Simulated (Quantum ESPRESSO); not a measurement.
**Collinear magnetic orders of Mn3GaC with Quantum ESPRESSO**

Does Mn3GaC prefer parallel or opposed moments?

Program: Quantum ESPRESSO 7.5. Level of theory: PBEsol; plane waves with GBRV 1.5 PBEsol potentials, no spin-orbit coupling. Results are calculated unless marked as measured.

### Step 1. Set-up

It takes space group Pm-3m (No. 221, cubic). Conventional cell: a = 3.896 Å, b = 3.896 Å, c = 3.896 Å, α = 90.00°, β = 90.00°, γ = 90.00°. Nearest to Mn lie 2 C at 1.95 Å and 4 Ga at 2.75 Å and 8 Mn at 2.75 Å. Nearest to Ga lie 12 Mn at 2.75 Å. C has 6 Mn at 1.95 Å nearest. Farther neighbours are not listed.

The cell comes from the Crystallography Open Database.

### Step 2. Start 1: ferro +++

The signs are those of the starting moments on the seeded atoms, the atoms that are given a moment.

Input file pw.in:

```
&CONTROL
  calculation = 'scf'
  prefix = 'pwscf'
  outdir = './tmp'
  pseudo_dir = './pseudo'
  disk_io = 'nowf'
/
&SYSTEM
  ibrav = 0
  celldm(1) = 8
  nat = 5
  ntyp = 3
  ecutwfc = 40
  ecutrho = 280
  nbnd = 50
  occupations = 'smearing'
  smearing = 'fd'
  degauss = 0.0110248
  nspin = 2
  starting_magnetization(1) = 0.2333
  starting_magnetization(2) = 0
  starting_magnetization(3) = 0
/
&ELECTRONS
  conv_thr = 1d-08
  electron_maxstep = 150
  mixing_beta = 0.3
/
ATOMIC_SPECIES
Mn     54.9380 mn_pbesol_v1.5.uspp.F.UPF
Ga     69.7230 ga_pbesol_v1.4.uspp.F.UPF
C      12.0110 c_pbesol_v1.2.uspp.F.UPF
CELL_PARAMETERS alat
   0.9202966226928    0.0000000000000    0.0000000000000
   0.0000000000000    0.9202966226928    0.0000000000000
   0.0000000000000    0.0000000000000    0.9202966226928
ATOMIC_POSITIONS crystal
Mn      0.0000000000    0.5000000000    0.5000000000
Mn      0.5000000000    0.0000000000    0.5000000000
Mn      0.5000000000    0.5000000000    0.0000000000
Ga      0.0000000000    0.0000000000    0.0000000000
C       0.5000000000    0.5000000000    0.5000000000
K_POINTS automatic
10 10 10 0 0 0
```

On the command line:

```console
$ OMP_NUM_THREADS=1 mpirun -n 4 pw.x -nk 4 -in pw.in > pw.out
```

Log:

```text
Program PWSCF v.7.5 starts

     Message from routine setup:
     using ibrav=0 with symmetry is DISCOURAGED, use correct ibrav instead

     K-points division:     npool     =       4
     Subspace diagonalization in iterative solution of the eigenvalue problem:

     G-vector sticks info
     --------------------
     sticks:   dense  smooth     PW     G-vecs:    dense   smooth      PW
     Sum        1201     681    221                31463    13613    2373

     Using Slab Decomposition

     bravais-lattice index     =            0
     lattice parameter (alat)  =       8.0000  a.u.
     unit-cell volume          =     399.0740 (a.u.)^3
     number of atoms/cell      =            5
     number of atomic types    =            3
     number of electrons       =        68.00
     number of Kohn-Sham states=           50
     kinetic-energy cutoff     =      40.0000  Ry
     charge density cutoff     =     280.0000  Ry
     scf convergence threshold =      1.0E-08
     mixing beta               =       0.3000
     number of iterations used =            8  plain     mixing
     Exchange-correlation= SLA  PW   PSX  PSC
                           (   1   4  10   8   0   0   0)

     celldm(1)=   8.000000  celldm(2)=   0.000000  celldm(3)=   0.000000
     celldm(4)=   0.000000  celldm(5)=   0.000000  celldm(6)=   0.000000

     crystal axes: (cart. coord. in units of alat)
               a(1) = (   0.920297   0.000000   0.000000 )
               a(2) = (   0.000000   0.920297   0.000000 )
               a(3) = (   0.000000   0.000000   0.920297 )

     reciprocal axes: (cart. coord. in units 2 pi/alat)
               b(1) = (  1.086606  0.000000  0.000000 )
               b(2) = (  0.000000  1.086606  0.000000 )
               b(3) = (  0.000000  0.000000  1.086606 )

     PseudoPot. # 1 for Mn read from file:
     mn_pbesol_v1.5.uspp.F.UPF
     Pseudo is Ultrasoft + core correction, Zval = 15.0
     Generated by new atomic code, or converted to UPF format
     Using radial grid of  859 points,  6 beta functions with:
                l(1) =   0
                l(2) =   0
                l(3) =   1
                l(4) =   1
                l(5) =   2
                l(6) =   2
     Q(r) pseudized with  8 coefficients,  rinner =    0.950   0.950   0.950
                                                       0.950   0.950

     PseudoPot. # 2 for Ga read from file:
     ga_pbesol_v1.4.uspp.F.UPF
     Pseudo is Ultrasoft + core correction, Zval = 19.0
     Generated by new atomic code, or converted to UPF format
     Using radial grid of  871 points,  6 beta functions with:
                l(1) =   0
                l(2) =   0
                l(3) =   1
                l(4) =   1
                l(5) =   2
                l(6) =   2
     Q(r) pseudized with  8 coefficients,  rinner =    1.250   1.250   1.250
                                                       1.250   1.250

     PseudoPot. # 3 for C  read from file:
     c_pbesol_v1.2.uspp.F.UPF
     Pseudo is Ultrasoft + core correction, Zval =  4.0
     Generated by new atomic code, or converted to UPF format
     Using radial grid of  721 points,  4 beta functions with:
                l(1) =   0
                l(2) =   0
                l(3) =   1
                l(4) =   1
     Q(r) pseudized with  8 coefficients,  rinner =    1.100   1.100   1.100

     atomic species   valence    mass     pseudopotential
     Mn               15.00    54.93800     Mn( 1.00)
     Ga               19.00    69.72300     Ga( 1.00)
     C                 4.00    12.01100     C ( 1.00)

     Starting magnetic structure
     atomic species   magnetization
     Mn              0.233
     Ga              0.000
     C               0.000

     48 Sym. Ops., with inversion, found

   Cartesian axes

     site n.     atom                  positions (alat units)
         1        Mn     tau(   1) = (   0.0000000   0.4601483   0.4601483  )
         2        Mn     tau(   2) = (   0.4601483   0.0000000   0.4601483  )
         3        Mn     tau(   3) = (   0.4601483   0.4601483   0.0000000  )
         4        Ga     tau(   4) = (   0.0000000   0.0000000   0.0000000  )
         5        C      tau(   5) = (   0.4601483   0.4601483   0.4601483  )

     number of k points=    56  Fermi-Dirac smearing, width (Ry)=  0.0110
                       cart. coord. in units 2pi/alat
        k(    1) = (   0.0000000   0.0000000   0.0000000), wk =   0.0010000
        k(    2) = (   0.0000000   0.0000000   0.1086606), wk =   0.0060000
        k(    3) = (   0.0000000   0.0000000   0.2173212), wk =   0.0060000
        k(    4) = (   0.0000000   0.0000000   0.3259819), wk =   0.0060000
        k(    5) = (   0.0000000   0.0000000   0.4346425), wk =   0.0060000
        [... 51 further k-points ...]

     Dense  grid:    31463 G-vectors     FFT dimensions: (  40,  40,  40)

     Smooth grid:    13613 G-vectors     FFT dimensions: (  30,  30,  30)

     Check: negative core charge=   -0.000054
     Generating pointlists ...
     new r_m :   0.1898 (alat units)  1.5185 (a.u.) for type    1
     new r_m :   0.2684 (alat units)  2.1475 (a.u.) for type    2
     new r_m :   0.1898 (alat units)  1.5185 (a.u.) for type    3

     Initial potential from superposition of free atoms

     starting charge      65.4997, renormalised to      68.0000
     Starting wfcs are   55 randomized atomic wfcs

     Self-consistent Calculation

     iteration #  1     ecut=    40.00 Ry     beta= 0.30
     Davidson diagonalization with overlap
     ethr =  1.00E-02,  avg # of iterations =  3.2

     total energy              =   -1057.67584812 Ry
     estimated scf accuracy    <       9.67427095 Ry

     total magnetization       =     5.55 Bohr mag/cell
     absolute magnetization    =     5.91 Bohr mag/cell

     iteration #  2     ecut=    40.00 Ry     beta= 0.30
     Davidson diagonalization with overlap
     ethr =  1.00E-02,  avg # of iterations =  2.0

     total energy              =   -1059.63679704 Ry
     estimated scf accuracy    <       0.50937496 Ry

     total magnetization       =     7.30 Bohr mag/cell
     absolute magnetization    =     7.99 Bohr mag/cell

     iteration #  3     ecut=    40.00 Ry     beta= 0.30
     Davidson diagonalization with overlap
     ethr =  7.49E-04,  avg # of iterations =  2.5

     total energy              =   -1059.73200203 Ry
     estimated scf accuracy    <       0.07296552 Ry

     total magnetization       =     6.97 Bohr mag/cell
     absolute magnetization    =     7.67 Bohr mag/cell

     [... further iterations left out ...]

     iteration # 11     ecut=    40.00 Ry     beta= 0.30
     Davidson diagonalization with overlap
     ethr =  7.34E-08,  avg # of iterations =  1.8

     total energy              =   -1059.75170127 Ry
     estimated scf accuracy    <       0.00000277 Ry

     total magnetization       =     5.48 Bohr mag/cell
     absolute magnetization    =     6.20 Bohr mag/cell

     iteration # 12     ecut=    40.00 Ry     beta= 0.30
     Davidson diagonalization with overlap
     ethr =  4.08E-09,  avg # of iterations =  3.9

     total energy              =   -1059.75170883 Ry
     estimated scf accuracy    <       0.00000319 Ry

     total magnetization       =     5.46 Bohr mag/cell
     absolute magnetization    =     6.17 Bohr mag/cell

     iteration # 13     ecut=    40.00 Ry     beta= 0.30
     Davidson diagonalization with overlap
     ethr =  4.08E-09,  avg # of iterations =  1.8

     total energy              =   -1059.75170930 Ry
     estimated scf accuracy    <       0.00000009 Ry

     total magnetization       =     5.47 Bohr mag/cell
     absolute magnetization    =     6.17 Bohr mag/cell

     iteration # 14     ecut=    40.00 Ry     beta= 0.30
     Davidson diagonalization with overlap
     ethr =  1.27E-10,  avg # of iterations =  2.7

     Magnetic moment per site  (integrated on atomic sphere of radius R)
     atom   1 (R=0.190)  charge= 12.0084  magn=  1.6771
     atom   2 (R=0.190)  charge= 12.0084  magn=  1.6771
     atom   3 (R=0.190)  charge= 12.0084  magn=  1.6771
     atom   4 (R=0.268)  charge= 17.6215  magn= -0.1112
     atom   5 (R=0.190)  charge=  3.0538  magn= -0.1530

     End of self-consistent calculation

     Number of k-points >= 100: set verbosity='high' to print the bands.

     the Fermi energy is    15.7165 ev

!    total energy              =   -1059.75170949 Ry
     estimated scf accuracy    <          7.9E-09 Ry
     smearing contrib. (-TS)   =      -0.02710957 Ry
     internal energy E=F+TS    =   -1059.72459992 Ry

     The total energy is F=E-TS. E is the sum of the following terms:
     one-electron contribution =    -591.86240020 Ry
     hartree contribution      =     331.43116463 Ry
     xc contribution           =    -130.51676955 Ry
     ewald contribution        =    -668.77659479 Ry

     total magnetization       =     5.47 Bohr mag/cell
     absolute magnetization    =     6.17 Bohr mag/cell

     convergence has been achieved in  14 iterations

=------------------------------------------------------------------------------=
   JOB DONE.
=------------------------------------------------------------------------------=
```

Run time: 71 s. Hardware: 4 MPI ranks of Intel Xeon at 2.70GHz, shared host; peak memory 0.53 GiB.

Spin moment in the atom's sphere by atom:

```tsv
atom	spin moment in the atom's sphere (μB)
Mn1	1.68
Mn2	1.68
Mn3	1.68
Ga4	-0.11
C5	-0.15
```

Numbers from this step:

| Item | Value |
| --- | --- |
| smearing term TS | 0.3688 eV |
| magnetization | 5.467 μB |
| absolute magnetization | 6.173 μB |
| final state | ferromagnetic |

### Step 3. Start 2: antiferro q=(0,0,1/2) +−+−+−

This order needs a doubled cell of 10 atoms. The wavevector q is in fractions of the reciprocal vectors of the crystal's primitive cell, as the cells of these inputs are built from it; moments change sign between cells as cos(2π q·R).

Input file pw.in:

```
&CONTROL
  calculation = 'scf'
  prefix = 'pwscf'
  outdir = './tmp'
  pseudo_dir = './pseudo'
  disk_io = 'nowf'
/
&SYSTEM
  ibrav = 0
  celldm(1) = 8
  nat = 10
  ntyp = 4
  ecutwfc = 40
  ecutrho = 280
  nbnd = 84
  occupations = 'smearing'
  smearing = 'fd'
  degauss = 0.0110248
  nspin = 2
  starting_magnetization(1) = 0.2333
  starting_magnetization(2) = -0.2333
  starting_magnetization(3) = 0
  starting_magnetization(4) = 0
/
&ELECTRONS
  conv_thr = 2d-08
  electron_maxstep = 150
  mixing_beta = 0.3
/
ATOMIC_SPECIES
Mn1    54.9380 mn_pbesol_v1.5.uspp.F.UPF
Mn2    54.9380 mn_pbesol_v1.5.uspp.F.UPF
Ga     69.7230 ga_pbesol_v1.4.uspp.F.UPF
C      12.0110 c_pbesol_v1.2.uspp.F.UPF
CELL_PARAMETERS alat
   0.9202966226928    0.0000000000000    0.0000000000000
   0.0000000000000    0.9202966226928    0.0000000000000
   0.0000000000000    0.0000000000000    1.8405932453855
ATOMIC_POSITIONS crystal
Mn1     0.0000000000    0.5000000000    0.2500000000
Mn2     0.0000000000    0.5000000000    0.7500000000
Mn1     0.5000000000    0.0000000000    0.2500000000
Mn2     0.5000000000    0.0000000000    0.7500000000
Mn1     0.5000000000    0.5000000000    0.0000000000
Mn2     0.5000000000    0.5000000000    0.5000000000
Ga      0.0000000000    0.0000000000    0.0000000000
Ga      0.0000000000    0.0000000000    0.5000000000
C       0.5000000000    0.5000000000    0.2500000000
C       0.5000000000    0.5000000000    0.7500000000
K_POINTS automatic
10 10 5 0 0 0
```

Log:

```text
[banner, memory and clock lines left out]
Program PWSCF v.7.5 starts

     Message from routine setup:
     using ibrav=0 with symmetry is DISCOURAGED, use correct ibrav instead

     bravais-lattice index     =            0
     lattice parameter (alat)  =       8.0000  a.u.
     unit-cell volume          =     798.1480 (a.u.)^3
     number of atoms/cell      =           10
     number of atomic types    =            4
     number of electrons       =       136.00
     number of Kohn-Sham states=           84
     kinetic-energy cutoff     =      40.0000  Ry
     charge density cutoff     =     280.0000  Ry
     scf convergence threshold =      2.0E-08
     mixing beta               =       0.3000
     number of iterations used =            8  plain     mixing
     Exchange-correlation= SLA  PW   PSX  PSC
                           (   1   4  10   8   0   0   0)

     celldm(1)=   8.000000  celldm(2)=   0.000000  celldm(3)=   0.000000
     celldm(4)=   0.000000  celldm(5)=   0.000000  celldm(6)=   0.000000

     crystal axes: (cart. coord. in units of alat)
               a(1) = (   0.920297   0.000000   0.000000 )
               a(2) = (   0.000000   0.920297   0.000000 )
               a(3) = (   0.000000   0.000000   1.840593 )

     reciprocal axes: (cart. coord. in units 2 pi/alat)
               b(1) = (  1.086606  0.000000  0.000000 )
               b(2) = (  0.000000  1.086606  0.000000 )
               b(3) = (  0.000000  0.000000  0.543303 )

     PseudoPot. # 1 for Mn read from file:
     mn_pbesol_v1.5.uspp.F.UPF
     Pseudo is Ultrasoft + core correction, Zval = 15.0

     PseudoPot. # 2 for Mn read from file:
     mn_pbesol_v1.5.uspp.F.UPF
     Pseudo is Ultrasoft + core correction, Zval = 15.0

     PseudoPot. # 3 for Ga read from file:
     ga_pbesol_v1.4.uspp.F.UPF
     Pseudo is Ultrasoft + core correction, Zval = 19.0

     PseudoPot. # 4 for C  read from file:
     c_pbesol_v1.2.uspp.F.UPF
     Pseudo is Ultrasoft + core correction, Zval =  4.0

     atomic species   valence    mass     pseudopotential
     Mn1              15.00    54.93800     Mn( 1.00)
     Mn2              15.00    54.93800     Mn( 1.00)
     Ga               19.00    69.72300     Ga( 1.00)
     C                 4.00    12.01100     C ( 1.00)

     Starting magnetic structure
     atomic species   magnetization
     Mn1             0.233
     Mn2            -0.233
     Ga              0.000
     C               0.000

      8 Sym. Ops. (no inversion) found

   Cartesian axes

     site n.     atom                  positions (alat units)
         1        Mn1    tau(   1) = (   0.0000000   0.4601483   0.4601483  )
         2        Mn2    tau(   2) = (   0.0000000   0.4601483   1.3804449  )
         3        Mn1    tau(   3) = (   0.4601483   0.0000000   0.4601483  )
         4        Mn2    tau(   4) = (   0.4601483   0.0000000   1.3804449  )
         5        Mn1    tau(   5) = (   0.4601483   0.4601483   0.0000000  )
         6        Mn2    tau(   6) = (   0.4601483   0.4601483   0.9202966  )
         7        Ga     tau(   7) = (   0.0000000   0.0000000   0.0000000  )
         8        Ga     tau(   8) = (   0.0000000   0.0000000   0.9202966  )
         9        C      tau(   9) = (   0.4601483   0.4601483   0.4601483  )
        10        C      tau(  10) = (   0.4601483   0.4601483   1.3804449  )

     number of k points=    63  Fermi-Dirac smearing, width (Ry)=  0.0110
                       cart. coord. in units 2pi/alat
        k(    1) = (   0.0000000   0.0000000   0.0000000), wk =   0.0020000
        k(    2) = (   0.0000000   0.0000000   0.1086606), wk =   0.0040000
        k(    3) = (   0.0000000   0.0000000   0.2173212), wk =   0.0040000
        k(    4) = (   0.0000000   0.1086606   0.0000000), wk =   0.0080000
        k(    5) = (   0.0000000   0.1086606   0.1086606), wk =   0.0160000
        [... 58 further k-points ...]

     Dense  grid:    63087 G-vectors     FFT dimensions: (  40,  40,  80)

     Smooth grid:    27211 G-vectors     FFT dimensions: (  30,  30,  60)

     Check: negative core charge=   -0.000054
     Generating pointlists ...
     new r_m :   0.1898 (alat units)  1.5185 (a.u.) for type    1
     new r_m :   0.1898 (alat units)  1.5185 (a.u.) for type    2
     new r_m :   0.2684 (alat units)  2.1475 (a.u.) for type    3
     new r_m :   0.1898 (alat units)  1.5185 (a.u.) for type    4

     Initial potential from superposition of free atoms

     starting charge     130.9994, renormalised to     136.0000
     Starting wfcs are  110 randomized atomic wfcs

     Self-consistent Calculation

     iteration #  1     ecut=    40.00 Ry     beta= 0.30
     Davidson diagonalization with overlap
     ethr =  1.00E-02,  avg # of iterations =  2.2

     total energy              =   -2115.55536401 Ry
     estimated scf accuracy    <      18.87675911 Ry

     total magnetization       =    -0.00 Bohr mag/cell
     absolute magnetization    =    12.74 Bohr mag/cell

     iteration #  2     ecut=    40.00 Ry     beta= 0.30
     Davidson diagonalization with overlap
     ethr =  1.00E-02,  avg # of iterations =  2.3

     total energy              =   -2119.31896041 Ry
     estimated scf accuracy    <       0.58460413 Ry

     total magnetization       =     0.00 Bohr mag/cell
     absolute magnetization    =    16.68 Bohr mag/cell

     [... further iterations left out ...]

     iteration # 24     ecut=    40.00 Ry     beta= 0.30
     Davidson diagonalization with overlap
     ethr =  5.40E-11,  avg # of iterations =  2.5

     total energy              =   -2119.49861223 Ry
     estimated scf accuracy    <       0.00000003 Ry

     total magnetization       =     0.00 Bohr mag/cell
     absolute magnetization    =    12.71 Bohr mag/cell

     iteration # 25     ecut=    40.00 Ry     beta= 0.30
     Davidson diagonalization with overlap
     ethr =  2.35E-11,  avg # of iterations =  4.1

     Magnetic moment per site  (integrated on atomic sphere of radius R)
     atom   1 (R=0.190)  charge= 12.0051  magn=  1.7143
     atom   2 (R=0.190)  charge= 12.0051  magn= -1.7143
     atom   3 (R=0.190)  charge= 12.0051  magn=  1.7143
     atom   4 (R=0.190)  charge= 12.0051  magn= -1.7143
     atom   5 (R=0.190)  charge= 12.0035  magn=  1.7882
     atom   6 (R=0.190)  charge= 12.0035  magn= -1.7881
     atom   7 (R=0.268)  charge= 17.6284  magn= -0.0303
     atom   8 (R=0.268)  charge= 17.6284  magn=  0.0303
     atom   9 (R=0.190)  charge=  3.0606  magn= -0.0879
     atom  10 (R=0.190)  charge=  3.0606  magn=  0.0879

     End of self-consistent calculation

     Number of k-points >= 100: set verbosity='high' to print the bands.

     the Fermi energy is    15.6898 ev

!    total energy              =   -2119.49861227 Ry
     estimated scf accuracy    <       0.00000001 Ry
     smearing contrib. (-TS)   =      -0.05429035 Ry
     internal energy E=F+TS    =   -2119.44432192 Ry

     The total energy is F=E-TS. E is the sum of the following terms:
     one-electron contribution =   -1183.62059548 Ry
     hartree contribution      =     662.79022203 Ry
     xc contribution           =    -261.06075889 Ry
     ewald contribution        =   -1337.55318958 Ry

     total magnetization       =     0.00 Bohr mag/cell
     absolute magnetization    =    12.71 Bohr mag/cell

     convergence has been achieved in  25 iterations
```

Wall time 11 min (4 MPI ranks); peak memory 1.2 GiB.

Spin moment in the atom's sphere by atom:

```tsv
atom	spin moment in the atom's sphere (μB)
Mn1	1.71
Mn2	-1.71
Mn3	1.71
Mn4	-1.71
Mn5	1.79
Mn6	-1.79
Ga7	-0.03
Ga8	0.03
C9	-0.09
C10	0.09
```

Numbers from this step:

```yaml
smearing_term_ts: 0.7387 eV
magnetization: 0 μB
absolute_magnetization: 12.71 μB
final_state: antiferromagnetic
```

(Continued in part 2 of 2.)

[Logs and program files are shortened in this print: banners, set-up blocks, solver, clock and traceback lines can be left out without a mark of their own.]

[Logs are printed without paths, hosts, clocks, repeated set-up lines and the standing remarks that a program may print on its own settings, such as how far it seeks lower states.]

[Hosts, paths, dates, database ids (printed as entryN), source tags and the programs' standing remarks are cut or masked in the printed files.]

[Where a cell is said to come from a database of computed structures, the database is the Materials Project.]
